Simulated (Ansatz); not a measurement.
# Tc of W (Im-3m) from its phonons, part 2 of 2

Wanted: λ, ω_log and Tc of W (Im-3m). The cell shown first is a relaxed one, from steps not shown here.

Ansatz 0.2.0; DFT PBE, scalar-relativistic, plane waves, PAW; PAW set soft_1.

So far, coupling constant λ: step 2 (electron–phonon run: q 6×6×6, k 18×18×18, scattering …) 0.293; step 3 (k-mesh 24×24×24, scattering mesh 32×32×32) 0.291. Also highest frequency, solved or plainly interpolated (cm⁻¹): step 2 212; step 3 215.

**4. Coupling and resistivity: q 8×8×8, k 24×24×24, scattering 44×44×44**

The next rung changes the q mesh, which sets the reach of the force constants and couplings; the scattering mesh, which samples the Fermi surface.

File input.yaml:

```yaml
crystal:
  lattice:
    - [-1.5926656268, 1.5926656268, 1.5926656268]
    - [1.5926656268, -1.5926656268, 1.5926656268]
    - [1.5926656268, 1.5926656268, -1.5926656268]
  atoms:
    - { symbol: W, position: [0.0, 0.0, 0.0] }
kpoints:
  mp_grid: { grid: [24, 24, 24] }
hamiltonian:
  xc: pbe
  pseudopotentials: { kind: paw, azcp: { folder: soft_1 } }
scf:
  occupations: { method: methfessel_paxton, width: 0.2 }
output:
  eigenvalues: true
phonons:
  method: dfpt
  qmesh: [8, 8, 8]
  temperatures: { t_max: 1000, t_step: 50 }
  qpath:
    path:
      - [[0.0, 0.0, 0.0], [0.5, -0.5, 0.5], [0.0, 0.0, 0.5], [0.0, 0.0, 0.0], [0.25, 0.25, 0.25], [0.5, -0.5, 0.5]]
      - [[0.25, 0.25, 0.25], [0.0, 0.0, 0.5]]
    npoints: 6
  electrical_resistivity:
    mesh: [44, 44, 44]
    temperatures: [20.0, 50.0, 80.0, 100.0, 150.0, 200.0, 273.0, 300.0, 400.0, 500.0, 600.0, 800.0]
  superconductivity: { mesh: [44, 44, 44] }
```

The run is started by

```sh
$ ansatz run input.yaml --threads 16 --pin off --max-ram 92160MiB --backend cuda --events-out ev --progress --plain --runs-dir out --max-vram 78GiB
```

Numbers of over 12 decimals in the logs are rounded to 6 here.

Output:

```text
[...]
Crystal: 1 atoms, lattice volume = 16.160 Å³
Basis set: ecut = 420 eV, 321 PW (Γ), exchange–correlation on 40×40×40 points (8 copies of the dense FFT grid, shifted against one another)
Bands: 11, of which v1, the nominal top of the filled ones, is band 7 counted from 1 (6 counted from 0)
Symmetry: 48 space group operations
k-points: 413 of 13824
[...]
SCF iter   1: F=—  HF=-10386.120293 eV  |F-HF|=—  |Δ(HF+E_count)|=         —  Δρ=6.31e-2  dr2=5.61e-1  ethr=3.10e-3  ⟨swp⟩=5.1  Hψ=24033  notcnv=0
[...]
SCF iter   2: F=—  HF=-10385.927904 eV  |F-HF|=—  |Δ(HF+E_count)|=   1.92e-1  S|Δr|=    0.00e0  Δρ=2.31e-2  dr2=3.70e-2  ethr=3.10e-3  ⟨swp⟩=2.8  Hψ=11300  notcnv=0
[...]
SCF iter   7: F=-10385.922424 eV  HF=-10385.922424 eV  |F-HF|=5.46e-12  |Δ(HF+E_count)|=  4.13e-10  S|Δr|=    0.00e0  Δρ=2.39e-7  dr2=5.63e-12  ethr=1.00e-12  ⟨swp⟩=3.9  Hψ=20305  notcnv=0
SCF 1 converged in 7 iterations: F = -10385.922424 eV  dr2 = 5.63e-12
[...]
SCF 2 converged in 7 iterations: F = -10385.922424 eV  dr2 = 5.59e-12
[...]
SCF converged after 7 iterations
[...]
vibrations of 512 cells: unjudged by the run; compare a larger repeat
[...]
--- Superconductivity: potentials and phonons of a 8×8×8 supercell ---
           mesh         λ    ħω_log (meV)  μ* declared at (meV)
       44×44×44    0.2914          18.608               19.597
       22×22×22    0.3097          18.748               19.672
       11×11×11    0.3235          18.726               19.614
  λ by the species' shares of the modes' patterns: W 0.2914
[...]
0.08      0.196         0.198         0.188         0.188         0.265         0.265          0.265
      0.10      0.078         0.078    none_found    none_found         0.120         0.120          0.120
      0.12      0.023         0.023    none_found    none_found    none_found    none_found     none_found
      0.13      0.011         0.011    none_found    none_found    none_found    none_found     none_found
      0.14      0.004         0.004    none_found    none_found    none_found    none_found     none_found
      0.16      0.000         0.000    none_found    none_found    none_found    none_found     none_found
      0.20      0.000         0.000    none_found    none_found    none_found    none_found     none_found
  none_found: no transition down to 0.1 K
[...]
vibrations of 512 cells: unjudged by the run; compare a larger repeat
[...]
```

The job ended after 5.2 min (1 × NVIDIA GB200 with 16 threads of Arm Neoverse V2, shared host; peak memory 15 GiB).

Numbers from this step:

| Property | Result |
| --- | --- |
| zero-point energy | 0.02924 eV/cell |
| resistivity at 300 K | 5.572 μΩ cm |
| coupling constant λ | 0.2914 |
| density of states at the Fermi level | 0.2189 states/eV a spin and cell |
| log mean phonon energy ħω_log | 18.61 meV |
| transport coupling constant λ_tr | 0.2894, 0.2894, 0.2894 (xx, yy, zz) |
| Drude plasma energy | 7.462, 7.462, 7.462 eV (xx, yy, zz) |
| resistivity times mean free path | 8.407, 8.407, 8.407 × 10⁻¹⁶ Ω m² (xx, yy, zz) |
| coupling λ by branch | 0.123, 0.0916, 0.0765 (branches by rank of frequency) |

An empty cell: under 1 mK by a formula, or no transition down to the floor of the Eliashberg search. Transition temperatures:

```tsv
μ*	McMillan Tc (K)	Allen–Dynes Tc (K)	isotropic Fermi-surface Tc (K)	isotropic full bandwidth Tc (K)	anisotropic Fermi-surface Tc (K)	anisotropic full bandwidth Tc (K)	anisotropic narrow window Tc (K)
0.08	0.196	0.198	0.188	0.188	0.265	0.265	0.265
0.1	0.0775	0.0782	-	-	0.12	0.12	0.12
0.12	0.0228	0.023	-	-	-	-	-
0.13	0.0106	0.0107	-	-	-	-	-
0.14	0.00425	0.00429	-	-	-	-	-
0.16	-	-	-	-	-	-	-
0.2	-	-	-	-	-	-	-
```

The Eliashberg function α²F has structure finer than the step of the table below, so its rows give means over 0.5 meV, whole bins alone (the curve runs from 0.104 to 26.6 meV). Peaks (meV: height): α²F 20.16: 0.388, 25.18: 0.370; α²F tr 20.16: 0.435, 25.18: 0.336.

The Eliashberg function α²F by phonon energy; means over each step:

```tsv
phonon energy (meV)	α²F	α²F tr
0.5	0	0
1.0	5.1e-5	0
1.5	2.1e-4	0
2.0	4.1e-4	3.2e-5
2.5	6.5e-4	1.1e-4
3.0	8.8e-4	2.2e-4
3.5	0.00117	4.3e-4
4.0	0.00152	6.8e-4
4.5	0.00191	0.00104
5.0	0.00240	0.00150
5.5	0.00293	0.00205
6.0	0.00335	0.00255
6.5	0.00380	0.00296
7.0	0.00421	0.00333
7.5	0.00470	0.00378
8.0	0.00532	0.00435
8.5	0.00608	0.00522
9.0	0.00694	0.00628
9.5	0.00801	0.00751
10.0	0.00919	0.00874
10.5	0.0104	0.00962
11.0	0.0120	0.0107
11.5	0.0141	0.0123
12.0	0.0173	0.0151
12.5	0.0218	0.0190
13.0	0.0272	0.0235
13.5	0.0345	0.0289
14.0	0.0432	0.0353
14.5	0.0547	0.0439
15.0	0.0686	0.0549
15.5	0.0985	0.0773
16.0	0.144	0.115
16.5	0.226	0.198
17.0	0.277	0.294
17.5	0.296	0.315
18.0	0.325	0.333
18.5	0.338	0.339
19.0	0.342	0.344
19.5	0.336	0.341
20.0	0.360	0.386
20.5	0.303	0.353
21.0	0.218	0.242
21.5	0.214	0.233
22.0	0.176	0.199
22.5	0.128	0.158
23.0	0.137	0.174
23.5	0.188	0.200
24.0	0.230	0.229
24.5	0.233	0.233
25.0	0.301	0.279
25.5	0.258	0.217
26.0	0.0663	0.0481
```

Anisotropic full-bandwidth solution, weighted at the Fermi level. Gaps:

```tsv
mu*	T (K)	mean gap (meV)	5 % (meV)	95 % (meV)	mean Z
0.1	0.03	0.0164	0.00686	0.0222	1.29
0.1	0.06	0.0156	0.0065	0.021	1.29
0.1	0.09	0.0125	0.0052	0.0169	1.29
0.1	0.108	0.00842	0.0035	0.0114	1.29
```

Share of the Fermi-level states against lambda of a state:

```tsv
lambda of a state	share of the Fermi-level states
0.173	0.0289
0.184	0.0524
0.195	0.0481
0.206	0.0266
0.217	0.0019
0.228	1.0e-4
0.239	0
0.250	0
0.261	0
0.271	0.0649
0.282	0.122
0.293	0.167
0.304	0.108
0.315	0.128
0.326	0.0872
0.337	0.0659
0.348	0.0292
0.359	0.022
0.370	0.0118
0.381	0.0105
0.392	0.0171
0.403	3.0e-4
0.414	0.0039
0.425	0.0041
```

**5. Summary of results**

```
meshes                                : q 8×8×8, k 24×24×24, scattering 44×44×44
coupling constant λ                   : 0.291
log mean phonon energy ħω_log         : 18.6 meV
Allen–Dynes Tc at μ* = 0.1            : 0.0782 K
Allen–Dynes Tc at μ* = 0.13           : 0.0107 K
anisotropic Eliashberg Tc at μ* = 0.1 : 0.12 K
```

**Reading.** In the last run (PBE, q 8×8×8, k 24×24×24, scattering 44×44×44), with λ = 0.29 and ħω_log = 18.6 meV, Tc at μ* = 0.13 is 0.011 K by McMillan's formula and 0.011 K by Allen and Dynes's. Measured: transition temperature: 0.015 K (bulk, normal pressure; compiled value; quoted in “List of superconductors”, 2026, Wikipedia's table of superconducting elements, as read in December). At μ* = 0.13 the calculation gives 0.011 K, of the same small size. Allen and Dynes's formula meets the measured 0.015 K at μ* near 0.13. The Allen–Dynes value of 0.078 K at μ* = 0.10 falls under a millikelvin at 0.16. By the run's own test λ is not converged in the fine mesh: it moves by 6 % between the two finest. The run's transport test calls it not converged in the mesh; ρ(300 K) moves by 3 % in the component that moves most. Over the runs, λ takes the values 0.293, 0.291 and 0.291, in the order shown. No spin–orbit coupling, which matters for W. μ* is a typed number, phonons are harmonic, and spin fluctuations are left out; at μ* = 0.13 McMillan's formula turns 1 % in λ into about 17 % in Tc.

[Logs are printed without paths, hosts, clocks, repeated set-up lines and the standing remarks that a program may print on its own settings, such as how far it seeks lower states.]

[Hosts, paths, dates, database ids (printed as entryN), source tags and the programs' standing remarks are cut or masked in the printed files.]
